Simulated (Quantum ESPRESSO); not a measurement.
# Collinear magnetic orders of FeGe with Quantum ESPRESSO, part 2 of 2

Aim: find out which collinear order of FeGe costs least.

Quantum ESPRESSO 7.5; PBE; plane waves with GBRV 1.5 PBE potentials, no spin-orbit coupling.

So far, absolute magnetization (μB): step 2 (run 1, typed as ferro ++++) 5.61.

The database entry behind the starting cell differs from later determinations by our own check (about 0.2 % short), so it need not match the best structure at ambient conditions.

**3. Start 2: antiferro ++−−**

The input, pw.in:

```
&CONTROL
  calculation = 'scf'
  prefix = 'pwscf'
  outdir = './tmp'
  pseudo_dir = './pseudo'
  disk_io = 'nowf'
/
&SYSTEM
  ibrav = 0
  celldm(1) = 8
  nat = 8
  ntyp = 3
  ecutwfc = 40
  ecutrho = 280
  nbnd = 74
  occupations = 'smearing'
  smearing = 'fd'
  degauss = 0.00367493
  nspin = 2
  starting_magnetization(1) = 0.175
  starting_magnetization(2) = -0.175
  starting_magnetization(3) = 0
/
&ELECTRONS
  conv_thr = 1.6d-08
  electron_maxstep = 150
  mixing_beta = 0.3
/
ATOMIC_SPECIES
Fe1    55.8450 fe_pbe_v1.5.uspp.F.UPF
Fe2    55.8450 fe_pbe_v1.5.uspp.F.UPF
Ge     72.6300 ge_pbe_v1.4.uspp.F.UPF
CELL_PARAMETERS alat
   1.1076157247963    0.0000000000000    0.0000000000000
   0.0000000000000    1.1076157247963    0.0000000000000
   0.0000000000000    0.0000000000000    1.1076157247963
ATOMIC_POSITIONS crystal
Fe1     0.1350000000    0.1350000000    0.1350000000
Fe1     0.3650000000    0.8650000000    0.6350000000
Fe2     0.6350000000    0.3650000000    0.8650000000
Fe2     0.8650000000    0.6350000000    0.3650000000
Ge      0.8420000000    0.8420000000    0.8420000000
Ge      0.6580000000    0.1580000000    0.3420000000
Ge      0.3420000000    0.6580000000    0.1580000000
Ge      0.1580000000    0.3420000000    0.6580000000
K_POINTS automatic
8 8 8 0 0 0
```

The run is started by

```console
$ OMP_NUM_THREADS=1 mpirun -n 4 pw.x -nk 4 -in pw.in > pw.out
```

The log of the run:

```text
[banner, memory and clock lines left out]
Program PWSCF v.7.5 starts

     Message from routine setup:
     using ibrav=0 with symmetry is DISCOURAGED, use correct ibrav instead

     bravais-lattice index     =            0
     lattice parameter (alat)  =       8.0000  a.u.
     unit-cell volume          =     695.7245 (a.u.)^3
     number of atoms/cell      =            8
     number of atomic types    =            3
     number of electrons       =       120.00
     number of Kohn-Sham states=           74
     kinetic-energy cutoff     =      40.0000  Ry
     charge density cutoff     =     280.0000  Ry
     scf convergence threshold =      1.6E-08
     mixing beta               =       0.3000
     number of iterations used =            8  plain     mixing
     Exchange-correlation=  SLA  PW   PBX  PBC
                           (   1   4   3   4   0   0   0)

     celldm(1)=   8.000000  celldm(2)=   0.000000  celldm(3)=   0.000000
     celldm(4)=   0.000000  celldm(5)=   0.000000  celldm(6)=   0.000000

     crystal axes: (cart. coord. in units of alat)
               a(1) = (   1.107616   0.000000   0.000000 )
               a(2) = (   0.000000   1.107616   0.000000 )
               a(3) = (   0.000000   0.000000   1.107616 )

     reciprocal axes: (cart. coord. in units 2 pi/alat)
               b(1) = (  0.902840  0.000000  0.000000 )
               b(2) = (  0.000000  0.902840  0.000000 )
               b(3) = (  0.000000  0.000000  0.902840 )

     PseudoPot. # 1 for Fe read from file:
     fe_pbe_v1.5.uspp.F.UPF
     Pseudo is Ultrasoft + core correction, Zval = 16.0

     PseudoPot. # 2 for Fe read from file:
     fe_pbe_v1.5.uspp.F.UPF
     Pseudo is Ultrasoft + core correction, Zval = 16.0

     PseudoPot. # 3 for Ge read from file:
     ge_pbe_v1.4.uspp.F.UPF
     Pseudo is Ultrasoft + core correction, Zval = 14.0

     atomic species   valence    mass     pseudopotential
     Fe1              16.00    55.84500     Fe( 1.00)
     Fe2              16.00    55.84500     Fe( 1.00)
     Ge               14.00    72.63000     Ge( 1.00)

     Starting magnetic structure
     atomic species   magnetization
     Fe1             0.175
     Fe2            -0.175
     Ge              0.000

      2 Sym. Ops. (no inversion) found ( 1 have fractional translation)

   Cartesian axes

     site n.     atom                  positions (alat units)
         1        Fe1    tau(   1) = (   0.1495281   0.1495281   0.1495281  )
         2        Fe1    tau(   2) = (   0.4042797   0.9580876   0.7033360  )
         3        Fe2    tau(   3) = (   0.7033360   0.4042797   0.9580876  )
         4        Fe2    tau(   4) = (   0.9580876   0.7033360   0.4042797  )
         5        Ge     tau(   5) = (   0.9326124   0.9326124   0.9326124  )
         6        Ge     tau(   6) = (   0.7288111   0.1750033   0.3788046  )
         7        Ge     tau(   7) = (   0.3788046   0.7288111   0.1750033  )
         8        Ge     tau(   8) = (   0.1750033   0.3788046   0.7288111  )

     number of k points=   170  Fermi-Dirac smearing, width (Ry)=  0.0037

     Number of k-points >= 100: set verbosity='high' to print them.

     Dense  grid:    54963 G-vectors     FFT dimensions: (  48,  48,  48)

     Smooth grid:    23847 G-vectors     FFT dimensions: (  36,  36,  36)

     Check: negative core charge=   -0.000031
     Generating pointlists ...
     new r_m :   0.2319 (alat units)  1.8549 (a.u.) for type    1
     new r_m :   0.2319 (alat units)  1.8549 (a.u.) for type    2
     new r_m :   0.2319 (alat units)  1.8549 (a.u.) for type    3

     Initial potential from superposition of free atoms

     starting charge     115.9965, renormalised to     120.0000
     Starting wfcs are   88 randomized atomic wfcs

     Self-consistent Calculation

     iteration #  1     ecut=    40.00 Ry     beta= 0.30
     Davidson diagonalization with overlap
     ethr =  1.00E-02,  avg # of iterations =  2.0

     total energy              =   -1855.74569592 Ry
     estimated scf accuracy    <       3.26761706 Ry

     total magnetization       =    -0.00 Bohr mag/cell
     absolute magnetization    =     7.16 Bohr mag/cell

     iteration #  2     ecut=    40.00 Ry     beta= 0.30
     Davidson diagonalization with overlap
     ethr =  2.72E-03,  avg # of iterations =  2.0

     total energy              =   -1855.84231558 Ry
     estimated scf accuracy    <       1.29826667 Ry

     total magnetization       =    -0.00 Bohr mag/cell
     absolute magnetization    =     7.99 Bohr mag/cell

     [... further iterations left out ...]

     iteration # 17     ecut=    40.00 Ry     beta= 0.30
     Davidson diagonalization with overlap
     ethr =  1.46E-10,  avg # of iterations =  2.5

     total energy              =   -1856.01959143 Ry
     estimated scf accuracy    <       0.00000004 Ry

     total magnetization       =     0.00 Bohr mag/cell
     absolute magnetization    =     4.73 Bohr mag/cell

     iteration # 18     ecut=    40.00 Ry     beta= 0.30
     Davidson diagonalization with overlap
     ethr =  3.60E-11,  avg # of iterations =  3.0

     Magnetic moment per site  (integrated on atomic sphere of radius R)
     atom   1 (R=0.232)  charge= 14.2668  magn=  1.0648
     atom   2 (R=0.232)  charge= 14.2668  magn=  1.0648
     atom   3 (R=0.232)  charge= 14.2668  magn= -1.0643
     atom   4 (R=0.232)  charge= 14.2668  magn= -1.0643
     atom   5 (R=0.232)  charge= 11.6843  magn=  0.0039
     atom   6 (R=0.232)  charge= 11.6843  magn=  0.0039
     atom   7 (R=0.232)  charge= 11.6843  magn= -0.0039
     atom   8 (R=0.232)  charge= 11.6843  magn= -0.0039

     End of self-consistent calculation

     Number of k-points >= 100: set verbosity='high' to print the bands.

     the Fermi energy is    16.5433 ev

!    total energy              =   -1856.01959154 Ry
     estimated scf accuracy    <          7.0E-09 Ry
     smearing contrib. (-TS)   =      -0.00434015 Ry
     internal energy E=F+TS    =   -1856.01525138 Ry

     The total energy is F=E-TS. E is the sum of the following terms:
     one-electron contribution =    -879.57497292 Ry
     hartree contribution      =     543.04996579 Ry
     xc contribution           =    -350.61712192 Ry
     ewald contribution        =   -1168.87312233 Ry

     total magnetization       =     0.00 Bohr mag/cell
     absolute magnetization    =     4.73 Bohr mag/cell

     convergence has been achieved in  18 iterations
```

Elapsed: 9.4 min, on 4 MPI ranks of Intel Xeon Platinum 8375C at 2.90GHz (Ice Lake), shared host; peak memory 1.7 GiB; 38 min of CPU time.

Spin moment in the atom's sphere by atom:

| atom | spin moment in the atom's sphere (μB) |
| --- | --- |
| Fe1 | 1.06 |
| Fe2 | 1.06 |
| Fe3 | -1.06 |
| Fe4 | -1.06 |
| Ge5 | 0.00 |
| Ge6 | 0.00 |
| Ge7 | 0.00 |
| Ge8 | 0.00 |

This step gave:

| Quantity | Value |
| --- | --- |
| smearing term TS | 0.05905 eV |
| magnetization | 0 μB |
| absolute magnetization | 4.73 μB |
| final state | antiferromagnetic |

Spin density in the ac plane at fractional y = 0.135, with atoms of Fe and Ge within 0.2 Å of it.

Ten even steps from '0' (0.0 e/Å³) to '9' (1.9 e/Å³), each cell a mean:
```
00000000000000
00000000000000
00000000000000
00000000000000
00000000000000
00000000000000
00000000000000
00000000000000
00000000000000
00000000000000
02410000000000
17930000000000
16820000000000
01200000000000
```
Columns run along a (4.7 Å), rows up along c (4.7 Å). Atoms in or near the plane, at fractional coordinates: Fe at (0.13, 0.13), Ge at (0.66, 0.34).

Valence density in the ac plane at fractional y = 0.135, with atoms of Fe and Ge within 0.2 Å of it. It is the smooth field of the valence electrons, not physical close to the nuclei.

Values in e/Å³, 14 rows by 14 columns, each cell a mean:
```
 0  1  1  0  0  0  0  0  0  0  0  0  0  0
 0  0  0  0  0  0  0  0  0  0  0  0  0  0
 0  0  0  0  0  0  0  0  0  0  0  0  0  0
 0  0  0  0  0  0  0  0  0  0  0  0  0  0
 0  0  0  0  0  0  0  0  0  0  0  0  0  0
 0  0  0  0  0  0  0  0  0  0  0  0  0  0
 0  0  0  0  0  0  0  0  1  1  1  0  0  0
 0  0  0  0  0  0  0  1  3  6  3  1  0  0
 0  0  0  0  0  0  0  1 13 31 12  1  0  0
 1  1  1  1  0  0  0  1 11 27 11  1  0  0
 2  8 10  4  1  0  0  1  2  4  2  1  0  1
 6 20 22 11  1  0  0  0  1  1  1  0  0  1
 4 17 20  8  1  0  0  0  0  0  0  0  0  1
 1  4  6  2  1  0  0  0  0  0  0  0  0  0
```
Columns run along a (4.7 Å), rows up along c (4.7 Å). Atoms in or near the plane, at fractional coordinates: Fe at (0.13, 0.13), Ge at (0.66, 0.34).

**4. Run 3, typed as ferri +++−**

Edit pw.in of step 3 so:

```diff
@@ -14,3 +14,3 @@
   ecutrho = 280
-  nbnd = 74
+  nbnd = 77
   occupations = 'smearing'
@@ -39,3 +39,3 @@
 Fe1     0.3650000000    0.8650000000    0.6350000000
-Fe2     0.6350000000    0.3650000000    0.8650000000
+Fe1     0.6350000000    0.3650000000    0.8650000000
 Fe2     0.8650000000    0.6350000000    0.3650000000
```

The log of the run:

```text
     [... lines left out ...]
Program PWSCF v.7.5 starts
     [... lines left out ...]
     number of atoms/cell      =            8
     [... lines left out ...]
     number of electrons       =       120.00
     number of Kohn-Sham states=           77
     kinetic-energy cutoff     =      40.0000  Ry
     charge density cutoff     =     280.0000  Ry
     scf convergence threshold =      1.6E-08
     [... lines left out ...]
      3 Sym. Ops. (no inversion) found ( 2 have fractional translation)
     [... lines left out ...]
     number of k points=    90  Fermi-Dirac smearing, width (Ry)=  0.0037
     [... lines left out ...]
     iteration # 87     ecut=    40.00 Ry     beta= 0.30
     [... lines left out ...]
     Magnetic moment per site  (integrated on atomic sphere of radius R)
     atom   1 (R=0.232)  charge= 14.2664  magn=  1.2290
     atom   2 (R=0.232)  charge= 14.2664  magn=  1.2290
     atom   3 (R=0.232)  charge= 14.2664  magn=  1.2290
     atom   4 (R=0.232)  charge= 14.2664  magn=  1.2290
     atom   5 (R=0.232)  charge= 11.6832  magn= -0.0604
     atom   6 (R=0.232)  charge= 11.6832  magn= -0.0604
     atom   7 (R=0.232)  charge= 11.6832  magn= -0.0604
     atom   8 (R=0.232)  charge= 11.6832  magn= -0.0604
     [... lines left out ...]
     the Fermi energy is    16.5778 ev
!    total energy              =   -1856.03561444 Ry
     estimated scf accuracy    <          4.7E-10 Ry
     smearing contrib. (-TS)   =      -0.00444727 Ry
     [... lines left out ...]
     total magnetization       =     4.41 Bohr mag/cell
     absolute magnetization    =     5.61 Bohr mag/cell
     convergence has been achieved in  87 iterations
```

It took 31 min on 4 MPI ranks; peak memory 1.2 GiB; 2.1 h of CPU time.

Spin moment in the atom's sphere by atom:

| atom | spin moment in the atom's sphere (μB) |
| --- | --- |
| Fe1 | 1.23 |
| Fe2 | 1.23 |
| Fe3 | 1.23 |
| Fe4 | 1.23 |
| Ge5 | -0.06 |
| Ge6 | -0.06 |
| Ge7 | -0.06 |
| Ge8 | -0.06 |

Read from the output:

* smearing term TS: 0.06051 eV
* magnetization: 4.405 μB
* absolute magnetization: 5.613 μB
* final state: ferromagnetic

The typed signs were not kept.

**5. Start 4: no spin polarisation**

The input, pw.in:

```
&CONTROL
  calculation = 'scf'
  prefix = 'pwscf'
  outdir = './tmp'
  pseudo_dir = './pseudo'
  disk_io = 'nowf'
/
&SYSTEM
  ibrav = 0
  celldm(1) = 8
  nat = 8
  ntyp = 2
  ecutwfc = 40
  ecutrho = 280
  nbnd = 74
  occupations = 'smearing'
  smearing = 'fd'
  degauss = 0.00367493
/
&ELECTRONS
  conv_thr = 1.6d-08
  electron_maxstep = 150
  mixing_beta = 0.3
/
ATOMIC_SPECIES
Fe     55.8450 fe_pbe_v1.5.uspp.F.UPF
Ge     72.6300 ge_pbe_v1.4.uspp.F.UPF
CELL_PARAMETERS alat
   1.1076157247963    0.0000000000000    0.0000000000000
   0.0000000000000    1.1076157247963    0.0000000000000
   0.0000000000000    0.0000000000000    1.1076157247963
ATOMIC_POSITIONS crystal
Fe      0.1350000000    0.1350000000    0.1350000000
Fe      0.3650000000    0.8650000000    0.6350000000
Fe      0.6350000000    0.3650000000    0.8650000000
Fe      0.8650000000    0.6350000000    0.3650000000
Ge      0.8420000000    0.8420000000    0.8420000000
Ge      0.6580000000    0.1580000000    0.3420000000
Ge      0.3420000000    0.6580000000    0.1580000000
Ge      0.1580000000    0.3420000000    0.6580000000
K_POINTS automatic
8 8 8 0 0 0
```

The log of the run:

```text
     [... lines left out ...]
Program PWSCF v.7.5 starts
     [... lines left out ...]
     number of atoms/cell      =            8
     [... lines left out ...]
     number of electrons       =       120.00
     number of Kohn-Sham states=           74
     kinetic-energy cutoff     =      40.0000  Ry
     charge density cutoff     =     280.0000  Ry
     scf convergence threshold =      1.6E-08
     [... lines left out ...]
     12 Sym. Ops. (no inversion) found ( 9 have fractional translation)
     [... lines left out ...]
     number of k points=    45  Fermi-Dirac smearing, width (Ry)=  0.0037
     [... lines left out ...]
     iteration # 12     ecut=    40.00 Ry     beta= 0.30
     [... lines left out ...]
     the Fermi energy is    16.4226 ev
!    total energy              =   -1856.01528835 Ry
     estimated scf accuracy    <          2.0E-09 Ry
     smearing contrib. (-TS)   =      -0.00512100 Ry
     [... lines left out ...]
     convergence has been achieved in  12 iterations
```

The job ended after 57 s (4 MPI ranks; peak memory 0.64 GiB; 3.7 min of CPU time).

Numbers from this step:

```yaml
smearing_term_ts: 0.06967 eV
final_state: non-magnetic (no spin polarisation)
```

**6. Energies of the orders**

An order is kept where moments of 0.15 μB or more survive with the typed signs; meshes match where a doubled cell samples the same k points as the first cell.

Orders:

| start | final state | typed order kept | energy over the lowest (meV a seeded atom) | largest site moment (μB) | net moment (μB a cell of the first run) | mesh matched | CPU time (s) |
| --- | --- | --- | --- | --- | --- | --- | --- |
| ferro ++++ | ferromagnetic | yes | 0 | 1.229 | 4.405 | yes | 586.6 |
| antiferro ++-- | antiferromagnetic | yes | 54.5 | 1.065 | 8.76e-4 | yes | 2260 |
| ferri +++- | ferromagnetic | no | 0 | 1.229 | 4.405 | yes | 7478 |
| no spin polarisation | non-magnetic | - | 69.14 | 0 | 0 | yes | 224.6 |

**7. Summary of results**

| Item | Value |
| --- | --- |
| lowest state found | ferromagnetic (from ferro ++++ and ferri +++-) |
| largest site moment | 1.23 μB |
| next state with moments | antiferromagnetic, 54.5 meV a seeded atom higher |
| state without moments | 69.1 meV a seeded atom higher |

1 start left the typed signs, so such an energy belongs to the state reached, not the one typed. Only these 4 starts were compared; other wavevectors, canted and longer-period orders were not.

[Logs and program files are shortened in this print: banners, set-up blocks, solver, clock and traceback lines can be left out without a mark of their own.]

[Logs are printed without paths, hosts, clocks, repeated set-up lines and the standing remarks that a program may print on its own settings, such as how far it seeks lower states.]

[Hosts, paths, dates, database ids (printed as entryN), source tags and the programs' standing remarks are cut or masked in the printed files.]

[Where a cell is said to come from a database of computed structures, the database is the Materials Project.]
